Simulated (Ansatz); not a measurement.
**Phonons of Sc3TlB (Pm-3m) against volume**

Aim: how the phonons of Sc3TlB (Pm-3m) shift with volume, and the thermal expansion that follows.

Method: DFT PBEsol, scalar-relativistic, plane waves, PAW; PAW set soft_1, in Ansatz 0.2.0.

## Step 1: The starting structure

It takes space group Pm-3m (No. 221, cubic). Conventional cell: a = 4.633 Å, b = 4.633 Å, c = 4.633 Å, α = 90.00°, β = 90.00°, γ = 90.00°. Sc has 2 B at 2.32 Å and 4 Tl at 3.28 Å and 8 Sc at 3.28 Å nearest. Nearest to Tl lie 12 Sc at 3.28 Å. B has 6 Sc at 2.32 Å nearest. Farther neighbours are not listed.

As a file:

```cif
data_structure
_symmetry_space_group_name_H-M 'Pm-3m'
_symmetry_Int_Tables_number 221
_cell_length_a 4.6330
_cell_length_b 4.6330
_cell_length_c 4.6330
_cell_angle_alpha 90.000
_cell_angle_beta 90.000
_cell_angle_gamma 90.000
_cell_volume 99.44
loop_
_atom_site_label
_atom_site_type_symbol
_atom_site_symmetry_multiplicity
_atom_site_Wyckoff_symbol
_atom_site_fract_x
_atom_site_fract_y
_atom_site_fract_z
_atom_site_occupancy
Sc1 Sc 3 c 0.00000 0.50000 0.50000 1
Tl1 Tl 1 a 0.00000 0.00000 0.00000 1
B1 B 1 b 0.50000 0.50000 0.50000 1
```

## Step 2: Response at finite wavevector

The cell comes from relaxations at this level that are not shown. Stability and thermal properties need the whole zone. Linear response on a 4×4×4 q mesh gives force constants as far as a supercell of that size would.

The input, input.yaml:

```yaml
crystal:
  lattice:
    - [4.6329577095, 0.0, 0.0]
    - [0.0, 4.6329577095, 0.0]
    - [0.0, 0.0, 4.6329577095]
  atoms:
    - { symbol: Sc, position: [0.0, 0.5, 0.5] }
    - { symbol: Sc, position: [0.5, 0.0, 0.5] }
    - { symbol: Sc, position: [0.5, 0.5, 0.0] }
    - { symbol: Tl, position: [0.0, 0.0, 0.0] }
    - { symbol: B, position: [0.5, 0.5, 0.5] }
kpoints:
  mp_grid: { grid: [8, 8, 8] }
hamiltonian:
  xc: pbesol
  pseudopotentials: { kind: paw, azcp: { folder: soft_1 }, xc_functional: pbe }
scf:
  occupations: { method: methfessel_paxton, width: 0.2 }
output:
  eigenvalues: true
phonons:
  method: dfpt
  qmesh: [4, 4, 4]
  temperatures: { t_max: 1000, t_step: 50 }
  qpath:
    path:
      - [[0.0, 0.0, 0.0], [0.0, 0.5, 0.0], [0.5, 0.5, 0.0], [0.0, 0.0, 0.0], [0.5, 0.5, 0.5], [0.0, 0.5, 0.0]]
      - [[0.5, 0.5, 0.5], [0.5, 0.5, 0.0]]
    npoints: 10
```

Launch:

```
$ ansatz run input.yaml --threads 4 --pin off --max-ram 10240MiB --backend cpu --events-out ev --progress --plain --runs-dir out
```

Numbers of over 12 decimals in the logs are rounded to 6 here.

Log:

```text
Engine: ansatz 0.2.0, aarch64-unknown-linux-gnu
Pseudopotentials: kind: paw
Pseudopotential: Sc, paw, valence charge 11, recommended cutoff 420 eV (normal), soft_1/Sc.paw.azcp
Pseudopotential: Tl, paw, valence charge 13, recommended cutoff 420 eV (normal), soft_1/Tl.paw.azcp
Pseudopotential: B, paw, valence charge 3, recommended cutoff 420 eV (normal), soft_1/B.paw.azcp
Functional definition: PBEsol
  exchange = pbesol_x
  correlation = pbesol_c
Crystal: 5 atoms, lattice volume = 99.443 Å³
Basis set: ecut = 420 eV, 1935 PW (Γ), exchange–correlation on 64×64×64 points (8 copies of the dense FFT grid, shifted against one another)
Bands: 30, of which v1, the nominal top of the filled ones, is band 25 counted from 1 (24 counted from 0)
Symmetry: 48 space group operations
k-points: 35 of 512
Non-local potential: Sc, projectors of the file, l = 0: 3, l = 1: 2, l = 2: 3, l = 3: 1
Non-local potential: Tl, projectors of the file, l = 0: 2, l = 1: 2, l = 2: 2, l = 3: 1
Non-local potential: B, projectors of the file, l = 0: 2, l = 1: 2, l = 2: 1
PAW form: soft (Blöchl's): semilocal exchange-correlation on the pseudo side does not see the compensation charge
PAW frozen core: Sc, regenerated for the run's functional, and the local potential with it (the file was generated under x = pbe(κ = 0.804, μ = 0.219515), c = pbe(β = 0.066725))
PAW frozen core: Tl, regenerated for the run's functional, and the local potential with it (the file was generated under x = pbe(κ = 0.804, μ = 0.219515), c = pbe(β = 0.066725))
PAW frozen core: B, regenerated for the run's functional, and the local potential with it (the file was generated under x = pbe(κ = 0.804, μ = 0.219515), c = pbe(β = 0.066725))
PAW one-centre angular grid: Sc, 590 points (default); XC on 64 Gauss nodes
PAW one-centre angular grid: Tl, 590 points (default); XC on 64 Gauss nodes
PAW one-centre angular grid: B, 110 points (default); XC on 64 Gauss nodes
Initial density: superposition of atomic densities (chi_scale 0.1, normalization cell, long waves kept (reshape's long-wave potential 0.00 eV rms))
Initial wavefunctions: pseudopotential atomic-orbital guess
Functional: x = pbesol(κ = 0.804, μ = 0.123457), c = pbesol(β = 0.046)
SCF iter   1: F=—  HF=-17790.439950 eV  |F-HF|=—  |Δ(HF+E_count)|=         —  Δρ=7.84e-2  dr2=1.63e1  ethr=3.10e-3  ⟨swp⟩=4.5  Hψ=4085  notcnv=0
preconditioner: auto → Kerker (q_TF=auto, 2.425 Å⁻¹)  [metal: Δε(μ)=0.021 eV  Ē_g=6.893 eV  σ=0.200 eV  W_gap=0.09  n_scr=26 (ndim 8)  ℏωp=18.6 eV  f_vac=0.000  D(μ)=8.14/eV (n_scr^D=92)]
SCF iter   2: F=—  HF=-17787.174176 eV  |F-HF|=—  |Δ(HF+E_count)|=    3.27e0  S|Δr|=    0.00e0  Δρ=3.13e-2  dr2=3.19e0  ethr=3.10e-3  ⟨swp⟩=2.5  Hψ=1977  notcnv=0  defer=12
SCF iter   3: F=—  HF=-17786.455252 eV  |F-HF|=—  |Δ(HF+E_count)|=   7.19e-1  S|Δr|=    0.00e0  Δρ=1.07e-2  dr2=1.89e-1  ethr=3.10e-3  ⟨swp⟩=2.0  Hψ=1756  notcnv=0  defer=14
SCF iter   4: F=—  HF=-17786.406068 eV  |F-HF|=—  |Δ(HF+E_count)|=   4.92e-2  S|Δr|=    0.00e0  Δρ=2.44e-3  dr2=1.39e-2  ethr=3.86e-4  ⟨swp⟩=2.0  Hψ=1254  notcnv=0  defer=14
SCF iter   5: F=—  HF=-17786.402780 eV  |F-HF|=—  |Δ(HF+E_count)|=   3.29e-3  S|Δr|=    0.00e0  Δρ=5.68e-4  dr2=3.87e-4  ethr=2.85e-5  ⟨swp⟩=2.0  Hψ=1323  notcnv=0  defer=14
SCF iter   6: F=—  HF=-17786.402768 eV  |F-HF|=—  |Δ(HF+E_count)|=   1.25e-5  S|Δr|=    0.00e0  Δρ=1.36e-4  dr2=3.24e-5  ethr=7.90e-7  ⟨swp⟩=2.0  Hψ=1297  notcnv=0  defer=14
SCF iter   7: F=—  HF=-17786.402762 eV  |F-HF|=—  |Δ(HF+E_count)|=   5.64e-6  S|Δr|=    0.00e0  Δρ=3.42e-5  dr2=1.38e-6  ethr=6.62e-8  ⟨swp⟩=2.0  Hψ=1449  notcnv=0  defer=14
SCF iter   8: F=—  HF=-17786.402760 eV  |F-HF|=—  |Δ(HF+E_count)|=   2.34e-6  S|Δr|=    0.00e0  Δρ=9.16e-6  dr2=9.46e-8  ethr=2.81e-9  ⟨swp⟩=2.0  Hψ=1479  notcnv=0  defer=14
SCF iter   9: F=—  HF=-17786.402760 eV  |F-HF|=—  |Δ(HF+E_count)|=   1.10e-9  S|Δr|=    0.00e0  Δρ=1.84e-6  dr2=3.89e-9  ethr=1.93e-10  ⟨swp⟩=2.0  Hψ=1468  notcnv=0  defer=14
SCF iter  10: F=—  HF=-17786.402760 eV  |F-HF|=—  |Δ(HF+E_count)|=  6.91e-11  S|Δr|=    0.00e0  Δρ=4.66e-7  dr2=1.74e-10  ethr=7.93e-12  ⟨swp⟩=2.0  Hψ=1466  notcnv=0  defer=14
SCF iter  11: F=-17786.402760 eV  HF=-17786.402760 eV  |F-HF|=3.64e-12  |Δ(HF+E_count)|=  1.09e-11  S|Δr|=    0.00e0  Δρ=7.76e-8  dr2=6.69e-12  ethr=1.00e-12  ⟨swp⟩=7.5  Hψ=5095  notcnv=0
SCF 1 converged in 11 iterations: F = -17786.402760 eV  dr2 = 6.69e-12
  greatest PAW one-centre occupation: 0.998 electrons in one spin orbital (limit 2), on the Sc atom at site 2 (counted from 0), in its partial waves of l = 0
phonons: the bands overlap, so this run is a metal and interpolates without the dipole-dipole term. If the crystal is really an insulator or semiconductor, its LO-TO splitting is missing
NSCF: frozen V_eff on 35 k-points
NSCF: frozen V_eff on 125 k-points
DFPT response loops at q = (0, 0, 0) (fractional): preconditioner auto → Kerker (q_TF=auto, 2.425 Å⁻¹) (partly filled bands, converged f_vac=0.000); β = 1.00, the filter's whole step (`scf.mixing.beta` (0.50) is not read by the response loops under this deck's `scf.mixing.preconditioner`; to damp them name `kerker` or `kerker_dos`, under which they read `scf.mixing.beta`, and type it under 1.00, their step now; both keys bind the ground state too); Broyden in place of MSR1
NSCF: frozen V_eff on 400 k-points
DFPT response loops at q = (0, 0, 0.25) (fractional): mixed as the last ones told, above
NSCF: frozen V_eff on 250 k-points
DFPT response loops at q = (0, 0, -0.5) (fractional): mixed as the last ones told, above
NSCF: frozen V_eff on 640 k-points
DFPT response loops at q = (0, 0.25, 0.25) (fractional): mixed as the last ones told, above
NSCF: frozen V_eff on 400 k-points
DFPT response loops at q = (0, 0.25, -0.5) (fractional): mixed as the last ones told, above
NSCF: frozen V_eff on 250 k-points
DFPT response loops at q = (0, -0.5, -0.5) (fractional): mixed as the last ones told, above
NSCF: frozen V_eff on 1024 k-points
DFPT response loops at q = (0.25, 0.25, 0.25) (fractional): mixed as the last ones told, above
NSCF: frozen V_eff on 640 k-points
DFPT response loops at q = (0.25, 0.25, -0.5) (fractional): mixed as the last ones told, above
NSCF: frozen V_eff on 400 k-points
DFPT response loops at q = (0.25, -0.5, -0.5) (fractional): mixed as the last ones told, above
NSCF: frozen V_eff on 250 k-points
DFPT response loops at q = (-0.5, -0.5, -0.5) (fractional): mixed as the last ones told, above
SCF converged after 11 iterations
Stability not checked: this state was not tested for a lower state beside it, because cold or Methfessel-Paxton smearing, or corrected tetrahedra, fill the levels in a way that the test cannot read (fill_not_monotonic; see scf.lower_state_search)
Free energy (F): -17786.402760 eV
Harris-Foulkes:  -17786.402760 eV  (|F-HF|=3.64e-12)
Internal energy: -17786.405062 eV  (E = F + TS)
E sigma→0 (E₀):  -17786.403335 eV
Entropy (-TS):   0.002303 eV (0.461 meV/atom)
Fermi energy:    10.026104 eV
--- Per-component energies (eV) ---
  E_band       = -435.070953
  E_kinetic    = 937.042182
  E_local      = -3202.993121  (includes V_loc(G=0)·N_el)
  E_nonlocal   = 754.076214
  E_hartree    = 1157.773521
  E_xc         = -471.629240
  E_vxc        = -476.853865  (∫ρ·V_xc dr)
  E_paw        = -13015.026363  (= ΣΔE_a)
  E_vpaw       = -761.889477  (= ΣTr[D̂ρ^β])
  E_aug_tail   = 0.000081  (compensation charges beyond the density's cutoff)
  E_ewald      = -3946.088456
  E_core_change = 0.440119  (= ΣΔE_core)
  E_smearing   = 0.002303  (= −TS)
  E_closure    = 0.000000  (closes the sum)
  Σ components = -17786.402760   (vs F -17786.402760, Δ=0.00e0)
--- Band table (eV; the first three rows and the last of 35) ---
  k-point 0: bands = [... 21 lower, 9.9116, 10.2162, 10.2162, 10.4368, 10.4368, 10.4368, 12.9447, 12.9447, ... 1 higher]
  k-point 1: bands = [... 21 lower, 9.8739, 10.3189, 10.3558, 10.3558, 10.4647, 10.5278, 12.3199, 12.8273, ... 1 higher]
  k-point 2: bands = [... 21 lower, 9.7990, 10.1609, 10.1609, 10.2145, 10.5375, 10.6080, 11.7362, 12.7236, ... 1 higher]
  k-point 34: bands = [... 21 lower, 7.5226, 9.3355, 9.3355, 9.3355, 11.9390, 11.9390, 11.9390, 12.0398, ... 1 higher]
--- Phonons (Γ-DFPT): 4 representative perturbations + reference (Σ response iterations 12) ---
  ASR residual: 2.067e-5 → 0.000e0 eV/Å²; symmetrization residual: 1.816e-6 eV/Å²
  ASR residual per site (eV/Å²): 1.36e-5 1.36e-5 1.36e-5 6.96e-6 2.07e-5
  Γ frequencies (cm⁻¹): 0.00 0.00 0.00 98.16 98.16 98.16 128.92 128.92 128.92 230.48 230.48 230.48 459.79 459.79 459.79
--- Phonons (arbitrary-q DFPT): 10 irreducible q on the 4×4×4 mesh ---
  q = [0.0000, 0.0000, 0.0000] (star 1, of the zone-centre solve; hermiticity 3.60e-7, symmetrization 2.71e-12): -0.00 -0.00 0.00 98.16 98.16 98.16 128.92 128.92 128.92 230.48 230.48 230.48 459.79 459.79 459.79
  q = [0.0000, 0.0000, 0.2500] (star 6, 9 solved perturbations in 1560 linear systems a pass and spin channel, the states on 200 of 512 k-point pairs; hermiticity 4.00e-7, symmetrization 5.65e-13): 45.13 45.13 58.72 107.67 107.67 122.72 127.58 134.66 134.66 218.60 218.60 258.01 457.45 457.45 464.80
  q = [0.0000, 0.0000, -0.5000] (star 3, 9 solved perturbations in 975 linear systems a pass and spin channel, the states on 125 of 512 k-point pairs; hermiticity 7.06e-7, symmetrization 9.02e-8): 57.36 57.36 67.08 110.06 114.96 117.47 117.47 150.20 150.20 198.84 198.84 300.12 443.13 443.13 481.41
  q = [0.0000, 0.2500, 0.2500] (star 12, 9 solved perturbations in 2460 linear systems a pass and spin channel, the states on 320 of 512 k-point pairs; hermiticity 4.40e-7, symmetrization 1.60e-13): 53.15 55.52 63.09 110.96 119.97 123.14 136.00 136.13 147.39 209.10 245.06 261.82 460.54 465.09 497.06
  q = [0.0000, 0.2500, -0.5000] (star 12, 15 solved perturbations on 200 of 512 k-point pairs; hermiticity 5.19e-7, symmetrization 3.41e-8): 58.49 60.83 65.82 92.44 128.45 132.46 132.91 145.62 146.25 195.13 246.69 301.09 468.72 493.27 502.48
  q = [0.0000, -0.5000, -0.5000] (star 3, 9 solved perturbations in 975 linear systems a pass and spin channel, the states on 125 of 512 k-point pairs; hermiticity 7.43e-7, symmetrization 3.82e-8): 62.73 63.77 65.27 65.27 128.98 139.40 139.40 141.88 141.88 189.63 286.75 311.82 495.40 520.49 520.49
  q = [0.2500, 0.2500, 0.2500] (star 8, 4 solved perturbations in 1376 linear systems a pass and spin channel, the states on 512 of 512 k-point pairs; hermiticity 2.29e-7, symmetrization 4.20e-13): 57.13 57.13 65.01 106.11 106.11 110.54 154.63 163.32 163.32 242.37 242.37 270.69 478.62 500.05 500.05
  q = [0.2500, 0.2500, -0.5000] (star 12, 9 solved perturbations in 2460 linear systems a pass and spin channel, the states on 320 of 512 k-point pairs; hermiticity 3.91e-7, symmetrization 3.30e-8): 59.66 60.45 65.05 87.64 95.08 103.03 159.77 166.95 173.47 239.43 254.90 305.51 493.80 507.21 510.67
  q = [0.2500, -0.5000, -0.5000] (star 6, 9 solved perturbations in 1560 linear systems a pass and spin channel, the states on 200 of 512 k-point pairs; hermiticity 6.11e-7, symmetrization 9.73e-8): 52.35 61.18 64.81 64.81 88.86 88.86 169.14 169.14 174.95 247.46 287.41 321.75 501.85 520.85 520.85
  q = [-0.5000, -0.5000, -0.5000] (star 1, 4 solved perturbations in 350 linear systems a pass and spin channel, the states on 125 of 512 k-point pairs; hermiticity 1.56e-7, symmetrization 7.80e-8): 51.59 51.59 51.59 64.76 64.76 64.76 178.29 178.29 178.29 290.26 290.26 342.51 518.01 518.01 518.01
  sum rule: each row above includes the acoustic sum rule's correction from the zone centre's row sums; it moved no ω² by more than (0.72 cm⁻¹)²
  mesh force constants: q→R imaginary residual 1.96e-19; ASR residual 2.067e-5 → 0.000e0 eV/Å²; symmetrization residual 2.487e-14 eV/Å²
  interpolated dispersion: 62 rows × 15 modes
  density of states and harmonic sums: on the 16×16×16 q-mesh, interpolated from the force constants of a 4×4×4 supercell (no non-analytic term)
  largest difference from the sums on the solved wave vectors: F 1.23e-2 eV, S 1.63e-5 and C_V 3.98e-6 eV/K
  zero-point energy: 0.196634 eV/cell   skipped modes (ω ≤ 0): 3   left out of the sums: 4.88e-5 of the cell's modes: C_V's classical limit lies that fraction below 3 k_B per atom; for a crystal, a wire or a layer, F and S can be off by more, and a phonons.interpolated_qmesh denser along its periods is the remedy for the sampling
```

It took 20 min on 4 threads of Arm Neoverse V1, shared host; peak memory 3.7 GiB.

The column dr2 measures how far the density is from self-consistency, as an energy; F and HF (Harris–Foulkes) agree once it is small.

Numbers from this step:

```
volume per atom                                            : 19.89 Å³
gap on the k-mesh                                          : 0 eV
sum-rule residual before enforcement                       : 2.07e-5 eV/Å²
lowest frequency on the path                               : 0 cm⁻¹
point group                                                : m-3m
highest frequency on the path or at a solved wavevector    : 521.1 cm⁻¹
mean frequency                                             : 211.5 cm⁻¹
Debye temperature (second moment)                          : 486 K
logarithmic mean frequency                                 : 162.2 cm⁻¹
highest optical mode at the zone centre (no LO-TO term)    : 459.8 cm⁻¹
lowest optical zone-centre mode                            : 98.16 cm⁻¹
lowest mode on the q mesh (acoustic modes at Γ apart)      : 45.13 cm⁻¹
zero-point energy per atom                                 : 39.33 meV
heat capacity at 300 K                                     : 22.24 J/(mol atoms K)
vibrational entropy at 300 K                               : 32.70 J/(mol atoms K)
edges of the widest gap between branches, on path and mesh : 342.5, 443.1 cm⁻¹
```

Frequencies (cm⁻¹) solved at each irreducible wavevector; negative means imaginary. Frequencies by wavevector, by row:

```tsv
q in reciprocal lattice units	star	mode 1	mode 2	mode 3	mode 4	mode 13	mode 14	mode 15
0 0 0	1	0	0	0	98.2	459.8	459.8	459.8
0 0 0.25	6	45.1	45.1	58.7	107.7	457.4	457.4	464.8
0 0 -0.5	3	57.4	57.4	67.1	110.1	443.1	443.1	481.4
0 0.25 0.25	12	53.1	55.5	63.1	111	460.5	465.1	497.1
0 0.25 -0.5	12	58.5	60.8	65.8	92.4	468.7	493.3	502.5
0 -0.5 -0.5	3	62.7	63.8	65.3	65.3	495.4	520.5	520.5
0.25 0.25 0.25	8	57.1	57.1	65	106.1	478.6	500.1	500.1
0.25 0.25 -0.5	12	59.7	60.5	65	87.6	493.8	507.2	510.7
0.25 -0.5 -0.5	6	52.4	61.2	64.8	64.8	501.9	520.9	520.9
-0.5 -0.5 -0.5	1	51.6	51.6	51.6	64.8	518	518	518
```

Symmetry leaves 10 wavevectors to solve. The lowest mode among them, the acoustic zeros apart, lies at q = (0, 0, 0.25) and is real, 45.1 cm⁻¹.

## Step 3: Relaxing at another volume, volume ratio 0.97

The volume is scaled by 0.97 and held; symmetry leaves nothing to relax, so this is a single point. The modes can then be followed against volume.

input.yaml, the sections that differ from step 2:

```yaml
crystal:
  lattice:
    - [4.5861569571, 0.0, 0.0]
    - [0.0, 4.5861569571, 0.0]
    - [0.0, 0.0, 4.5861569571]
  atoms:
    - { symbol: Sc, position: [0.0, 0.5, 0.5] }
    - { symbol: Sc, position: [0.5, 0.0, 0.5] }
    - { symbol: Sc, position: [0.5, 0.5, 0.0] }
    - { symbol: Tl, position: [0.0, 0.0, 0.0] }
    - { symbol: B, position: [0.5, 0.5, 0.5] }
output:
  forces: true
  stress: true
  eigenvalues: true
# kpoints, hamiltonian, scf: as in step 2
# phonons: removed
```

Log:

```text
[...]
Crystal: 5 atoms, lattice volume = 96.460 Å³
Basis set: ecut = 420 eV, 1863 PW (Γ), exchange–correlation on 64×64×64 points (8 copies of the dense FFT grid, shifted against one another)
Bands: 30, of which v1, the nominal top of the filled ones, is band 25 counted from 1 (24 counted from 0)
Symmetry: 48 space group operations
[...]
k-points: 35 of 512
[...]
k-point 0: bands = [... 21 lower, 10.3396, 10.6104, 10.6104, 10.8141, 10.8141, 10.8141, 13.4330, 13.4330, ... 1 higher]
  k-point 1: bands = [... 21 lower, 10.2975, 10.7159, 10.7327, 10.7327, 10.8420, 10.9368, 12.7935, 13.3048, ... 1 higher]
  k-point 2: bands = [... 21 lower, 10.2127, 10.5370, 10.5370, 10.6150, 10.9149, 11.0129, 12.1908, 13.2018, ... 1 higher]
  k-point 34: bands = [... 21 lower, 7.8585, 9.7218, 9.7218, 9.7218, 12.3765, 12.3765, 12.3765, 12.4909, ... 1 higher]
[key lines of the parts left out:]
SCF converged after 9 iterations
Free energy (F): -17786.378604 eV
Fermi energy:    10.399250 eV
P = ⅓ Tr σ = 2.6560 GPa (26.560 kbar)
```

Wall time 1.9 s (4 threads); peak memory 0.42 GiB; 6.8 s of CPU time.

This step gave:

* pressure: 2.656 GPa
* volume per atom: 19.29 Å³

The run ends at a pressure of 2.66 GPa.

(Continued in part 2 of 2.)

[Logs are printed without paths, hosts, clocks, repeated set-up lines and the standing remarks that a program may print on its own settings, such as how far it seeks lower states.]

[Hosts, paths, dates, database ids (printed as entryN), source tags and the programs' standing remarks are cut or masked in the printed files.]
